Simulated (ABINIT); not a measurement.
## Completion of the band sum in GW: LiCl (Fm-3m)

Wanted: gap and time of LiCl (Fm-3m) with truncated and completed band sums.

Program: ABINIT 10.8.3. Level of theory: PBE and many-body steps on it, plane waves. Results are calculated unless marked as measured.

This is a report of a sequence of runs, with most program output left out.

## (1) Set-up

The structure is cubic, space group Fm-3m (No. 225). Conventional cell: a = 5.143 Å, b = 5.143 Å, c = 5.143 Å, α = 90.00°, β = 90.00°, γ = 90.00°. Nearest to Li lie 6 Cl at 2.57 Å. Nearest to Cl lie 6 Li at 2.57 Å. Farther neighbours and most contacts between anions are not listed.

Structure file:

```cif
data_structure
_symmetry_space_group_name_H-M 'Fm-3m'
_symmetry_Int_Tables_number 225
_cell_length_a 5.1430
_cell_length_b 5.1430
_cell_length_c 5.1430
_cell_angle_alpha 90.000
_cell_angle_beta 90.000
_cell_angle_gamma 90.000
_cell_volume 136.03
loop_
_atom_site_label
_atom_site_type_symbol
_atom_site_symmetry_multiplicity
_atom_site_Wyckoff_symbol
_atom_site_fract_x
_atom_site_fract_y
_atom_site_fract_z
_atom_site_occupancy
Li1 Li 4 a 0.00000 0.00000 0.00000 1
Cl1 Cl 4 b 0.50000 0.00000 0.00000 1
```

The cell and positions come from the Crystallography Open Database and are kept as given unless a step says otherwise.

## (2) Empty states on the mesh, 6×6×6 mesh, 300 bands

This step: ABINIT 10.8.3; DFT, PBE, plane waves, norm-conserving pseudopotentials.

The sums over transitions need many empty states on a uniform mesh; this step solves for them.

run.abi reads:

```
acell 3*1.0 Angstrom
rprim 
  0.000000000000 2.571500000000 2.571500000000
  2.571500000000 0.000000000000 2.571500000000
  2.571500000000 2.571500000000 -0.000000000000
ntypat 2
znucl 3 17
natom 2
typat 1 2
xred 
  0.000000000000 0.000000000000 0.000000000000
  0.500000000000 0.500000000000 0.500000000000
pp_dirpath "pseudos"
pseudos "Li.upf, Cl.upf"
ecut 33
ngkpt 6 6 6
nshiftk 1
shiftk 0 0 0
kptopt 1
chksymbreak 0
irdden 1
istwfk *1
nband 300
prtvol 0
optdriver 6
gwr_task "HDIAGO"
paral_kgb 0
occopt 1
indata_prefix "in"
outdata_prefix "out"
tmpdata_prefix "tmp"
```

On the command line:

```sh
> OMP_NUM_THREADS=1 mpirun -n 4 abinit run.abi > log
```

The job ended after 35 s (4 MPI ranks of Arm Neoverse V1, shared host; peak memory 1.2 GiB).

Numbers from this step:

| Quantity | Value |
| --- | --- |
| gap | 6.285 eV |
| k of the valence top | 0, 0, 0 |
| k of the conduction bottom | 0, 0, 0 |
| least direct gap | 6.285 eV |
| k points computed | 16 |
| lowest point of the top converged band, above the valence top | 227.1407 eV |

On this mesh the gap is 6.285 eV.

The density comes from a self-consistent run that is not shown.

## (3) Screening, 6×6×6 mesh, 292 bands, screening to 304.8 eV

The RPA dielectric matrix is built and inverted for each q.

This step: RPA screening on PBE, plane waves, norm-conserving pseudopotentials.

Changes to run.abi since step 2:

```diff
@@ -20,10 +20,11 @@
 chksymbreak 0
-irdden 1
 istwfk *1
-nband 300
-prtvol 0
-optdriver 6
-gwr_task "HDIAGO"
-paral_kgb 0
 occopt 1
+irdwfk 1
+optdriver 3
+nband 292
+ecuteps 11.2
+inclvkb 2
+awtr 1
+symchi 1
 indata_prefix "in"
```

Wall time 5.9 min (4 MPI ranks); peak memory 2.3 GiB.

Numbers from this step:

| Quantity | Value |
| --- | --- |
| ε∞ with local fields, on this mesh, along the program's q direction | 2.754 |
| the same without local fields | 3.252 |
| plasma frequency | 20.14 eV |
| plane waves in the screening matrix | 411 |

Local fields lower ε∞ by 15 %.

## (4) 292 bands

The self-energy is evaluated for the states that the input lists, and the levels follow from it, in one-shot runs by the linearised quasiparticle equation.

This step: G0W0 on PBE, plane waves, norm-conserving pseudopotentials.

Changes to run.abi since step 3:

```diff
@@ -23,8 +23,15 @@
 irdwfk 1
-optdriver 3
+optdriver 4
 nband 292
+gwcalctyp 0
+ecutsigx 33
+symsigma 1
+nkptgw 1
+kptgw 
+  0.0000000000 0.0000000000 0.0000000000
+bdgw 
+  3 9
 ecuteps 11.2
-inclvkb 2
-awtr 1
-symchi 1
+irdscr 1
+ppmodel 1
 indata_prefix "in"
```

Elapsed: 66 s, on 4 MPI ranks; peak memory 2.5 GiB; 4.4 min of CPU time.

Numbers from this step:

| Property | Result |
| --- | --- |
| G0W0 gap on the points computed | 9.039 eV |
| starting gap on the mesh | 6.285 eV |
| k of the valence top | 0, 0, 0 |
| k of the conduction bottom | 0, 0, 0 |
| Z at the valence top | 0.802 |
| Z at the conduction bottom | 0.846 |
| least direct G0W0 gap on the computed points | 9.039 eV |

The gap on the mesh goes from 6.28 eV to 9.04 eV, a correction of +2.75 eV.

## (5) Screening, 6×6×6 mesh, 30 bands, screening to 304.8 eV

This step: RPA screening on PBE, plane waves, norm-conserving pseudopotentials.

Changes to run.abi since step 4:

```diff
@@ -23,15 +23,8 @@
 irdwfk 1
-optdriver 4
-nband 292
-gwcalctyp 0
-ecutsigx 33
-symsigma 1
-nkptgw 1
-kptgw 
-  0.0000000000 0.0000000000 0.0000000000
-bdgw 
-  3 9
+optdriver 3
+nband 30
 ecuteps 11.2
-irdscr 1
-ppmodel 1
+inclvkb 2
+awtr 1
+symchi 1
 indata_prefix "in"
```

Run time: 37 s. Hardware: 4 MPI ranks; peak memory 0.61 GiB; 2.5 min of CPU time.

Numbers from this step:

- ε∞ with local fields, on this mesh, along the program's q direction: 2.749
- the same without local fields: 3.245
- plasma frequency: 20.14 eV
- plane waves in the screening matrix: 411

## (6) 30 bands

This step: G0W0 on PBE, plane waves, norm-conserving pseudopotentials.

Changes to run.abi since step 5:

```diff
@@ -23,8 +23,15 @@
 irdwfk 1
-optdriver 3
+optdriver 4
 nband 30
+gwcalctyp 0
+ecutsigx 33
+symsigma 1
+nkptgw 1
+kptgw 
+  0.0000000000 0.0000000000 0.0000000000
+bdgw 
+  3 9
 ecuteps 11.2
-inclvkb 2
-awtr 1
-symchi 1
+irdscr 1
+ppmodel 1
 indata_prefix "in"
```

It took 9.4 s on 4 MPI ranks; peak memory 1.2 GiB; 37 s of CPU time.

This step gave:

```yaml
g0w0_gap_on_the_points_computed: 8.794 eV
starting_gap_on_the_mesh: 6.285 eV
k_of_the_valence_top: 0, 0, 0
k_of_the_conduction_bottom: 0, 0, 0
z_at_the_valence_top: 0.806
z_at_the_conduction_bottom: 0.849
least_direct_g0w0_gap_on_the_computed_points: 8.794 eV
```

Against G0W0 in ABINIT (6×6×6 mesh, 292 bands, screening to 304.8 eV, Godby-Needs plasmon pole), the gap moves by −0.245 eV.

## (7) Screening, 6×6×6 mesh, 30 bands, screening to 304.8 eV

This step: RPA screening on PBE, plane waves, norm-conserving pseudopotentials.

Changes to run.abi since step 6:

```diff
@@ -23,15 +23,10 @@
 irdwfk 1
-optdriver 4
+optdriver 3
 nband 30
-gwcalctyp 0
-ecutsigx 33
-symsigma 1
-nkptgw 1
-kptgw 
-  0.0000000000 0.0000000000 0.0000000000
-bdgw 
-  3 9
 ecuteps 11.2
-irdscr 1
-ppmodel 1
+inclvkb 2
+awtr 1
+symchi 1
+gwcomp 1
+gwencomp 2
 indata_prefix "in"
```

Run time: 1.9 min. Hardware: 4 MPI ranks; peak memory 0.72 GiB; 7.6 min of CPU time.

This step gave:

| Property | Result |
| --- | --- |
| ε∞ with local fields, on this mesh, along the program's q direction | 2.753 |
| the same without local fields | 3.245 |
| plasma frequency | 20.14 eV |
| plane waves in the screening matrix | 411 |

## (8) 30 bands, completed

This step: G0W0 on PBE, plane waves, norm-conserving pseudopotentials.

Changes to run.abi since step 7:

```diff
@@ -23,8 +23,15 @@
 irdwfk 1
-optdriver 3
+optdriver 4
 nband 30
+gwcalctyp 0
+ecutsigx 33
+symsigma 1
+nkptgw 1
+kptgw 
+  0.0000000000 0.0000000000 0.0000000000
+bdgw 
+  3 9
 ecuteps 11.2
-inclvkb 2
-awtr 1
-symchi 1
+irdscr 1
+ppmodel 1
 gwcomp 1
```

Run time: 10 s. Hardware: 4 MPI ranks; peak memory 1.2 GiB; 40 s of CPU time.

Numbers from this step:

- G0W0 gap on the points computed: 9.086 eV
- starting gap on the mesh: 6.285 eV
- k of the valence top: 0, 0, 0
- k of the conduction bottom: 0, 0, 0
- least direct G0W0 gap on the computed points: 9.086 eV

Against G0W0 in ABINIT (6×6×6 mesh, 292 bands, screening to 304.8 eV, Godby-Needs plasmon pole), the gap moves by +0.047 eV.

## (9) Screening, 6×6×6 mesh, 106 bands, screening to 304.8 eV

This step: RPA screening on PBE, plane waves, norm-conserving pseudopotentials.

Changes to run.abi since step 8:

```diff
@@ -23,17 +23,8 @@
 irdwfk 1
-optdriver 4
-nband 30
-gwcalctyp 0
-ecutsigx 33
-symsigma 1
-nkptgw 1
-kptgw 
-  0.0000000000 0.0000000000 0.0000000000
-bdgw 
-  3 9
+optdriver 3
+nband 106
 ecuteps 11.2
-irdscr 1
-ppmodel 1
-gwcomp 1
-gwencomp 2
+inclvkb 2
+awtr 1
+symchi 1
 indata_prefix "in"
```

It took 2.2 min on 4 MPI ranks; peak memory 1 GiB.

This step gave:

| Quantity | Value |
| --- | --- |
| ε∞ with local fields, on this mesh, along the program's q direction | 2.754 |
| the same without local fields | 3.251 |
| plasma frequency | 20.14 eV |
| plane waves in the screening matrix | 411 |

## (10) 106 bands

This step: G0W0 on PBE, plane waves, norm-conserving pseudopotentials.

Changes to run.abi since step 9:

```diff
@@ -23,8 +23,15 @@
 irdwfk 1
-optdriver 3
+optdriver 4
 nband 106
+gwcalctyp 0
+ecutsigx 33
+symsigma 1
+nkptgw 1
+kptgw 
+  0.0000000000 0.0000000000 0.0000000000
+bdgw 
+  3 9
 ecuteps 11.2
-inclvkb 2
-awtr 1
-symchi 1
+irdscr 1
+ppmodel 1
 indata_prefix "in"
```

Run time: 26 s. Hardware: 4 MPI ranks; peak memory 1.5 GiB.

This step gave:

| Item | Value |
| --- | --- |
| G0W0 gap on the points computed | 8.955 eV |
| starting gap on the mesh | 6.285 eV |
| k of the valence top | 0, 0, 0 |
| k of the conduction bottom | 0, 0, 0 |
| least direct G0W0 gap on the computed points | 8.955 eV |

Against G0W0 in ABINIT (6×6×6 mesh, 292 bands, screening to 304.8 eV, Godby-Needs plasmon pole), the gap moves by −0.084 eV.

## (11) Screening, 6×6×6 mesh, 106 bands, screening to 304.8 eV

This step: RPA screening on PBE, plane waves, norm-conserving pseudopotentials.

Changes to run.abi since step 10:

```diff
@@ -23,15 +23,10 @@
 irdwfk 1
-optdriver 4
+optdriver 3
 nband 106
-gwcalctyp 0
-ecutsigx 33
-symsigma 1
-nkptgw 1
-kptgw 
-  0.0000000000 0.0000000000 0.0000000000
-bdgw 
-  3 9
 ecuteps 11.2
-irdscr 1
-ppmodel 1
+inclvkb 2
+awtr 1
+symchi 1
+gwcomp 1
+gwencomp 1.5
 indata_prefix "in"
```

Run time: 3.4 min. Hardware: 4 MPI ranks; peak memory 1.1 GiB; 14 min of CPU time.

Numbers from this step:

| Property | Result |
| --- | --- |
| ε∞ with local fields, on this mesh, along the program's q direction | 2.754 |
| the same without local fields | 3.251 |
| plasma frequency | 20.14 eV |
| plane waves in the screening matrix | 411 |

## (12) 106 bands, completed

This step: G0W0 on PBE, plane waves, norm-conserving pseudopotentials.

Changes to run.abi since step 11:

```diff
@@ -23,8 +23,15 @@
 irdwfk 1
-optdriver 3
+optdriver 4
 nband 106
+gwcalctyp 0
+ecutsigx 33
+symsigma 1
+nkptgw 1
+kptgw 
+  0.0000000000 0.0000000000 0.0000000000
+bdgw 
+  3 9
 ecuteps 11.2
-inclvkb 2
-awtr 1
-symchi 1
+irdscr 1
+ppmodel 1
 gwcomp 1
```

Wall time 28 s (4 MPI ranks); peak memory 1.6 GiB.

This step gave:

```yaml
g0w0_gap_on_the_points_computed: 9.063 eV
starting_gap_on_the_mesh: 6.285 eV
k_of_the_valence_top: 0, 0, 0
k_of_the_conduction_bottom: 0, 0, 0
least_direct_g0w0_gap_on_the_computed_points: 9.063 eV
```

Against G0W0 in ABINIT (6×6×6 mesh, 292 bands, screening to 304.8 eV, Godby-Needs plasmon pole), the gap moves by +0.024 eV.

## (13) The runs together

Times are wall times on 4 MPI ranks of Arm Neoverse V1, shared host, good to a factor of about two. A run's time includes the screening step that it read.

```
                 run   mesh  bands  screening cutoff (eV)  DFT gap (eV)  gap on the mesh (eV)  direct (eV)  ε∞ used     time
           292 bands  6×6×6    292                  304.8         6.285                 9.039        9.039     2.75    7 min
            30 bands  6×6×6     30                  304.8         6.285                 8.794        8.794     2.75     46 s
 30 bands, completed  6×6×6     30                  304.8         6.285                 9.086        9.086     2.75  2.1 min
           106 bands  6×6×6    106                  304.8         6.285                 8.955        8.955     2.75  2.6 min
106 bands, completed  6×6×6    106                  304.8         6.285                 9.063        9.063     2.75  3.9 min
```

## (14) Outcome

| Property | Result |
| --- | --- |
| 292 bands | 9.039 eV |
| 30 bands | 8.794 eV |
| 30 bands, completed | 9.086 eV |
| 106 bands | 8.955 eV |
| 106 bands, completed | 9.063 eV |

30 bands: −0.245 eV against 292 bands. 30 bands, completed: +0.047 eV against 292 bands. 106 bands: −0.084 eV against 292 bands. 106 bands, completed: +0.024 eV against 292 bands. The row with most bands is itself short of the limit, so it is no exact reference, and agreement of a truncated run with it can be a cancellation between the edges. In the G0W0 runs levels were corrected at 1 k point alone, so a gap called «on the mesh» is the least over those, and an edge elsewhere would be missed.

[Paths, hosts, dates, memory and timing lines, banners, echoed tables and standing remarks are left out of the program output.]

[Logs are printed without paths, hosts, clocks, repeated set-up lines and the standing remarks that a program may print on its own settings, such as how far it seeks lower states.]

[Runs of the session that timed out or met a known fault of the program may be left out.]

[Hosts, paths, dates, database ids (printed as entryN), source tags and the programs' standing remarks are cut or masked in the printed files.]

[G0W0 gaps are taken among the corrected bands and points alone; a level outside them can change the order at an edge.]

[Where Ansatz stands beside ABINIT at settings called matched, ABINIT's density can come from a denser mesh and the files from another edition; pairs whose starting gaps differed by over 0.03 eV were left out, so agreement reads better than it is.]
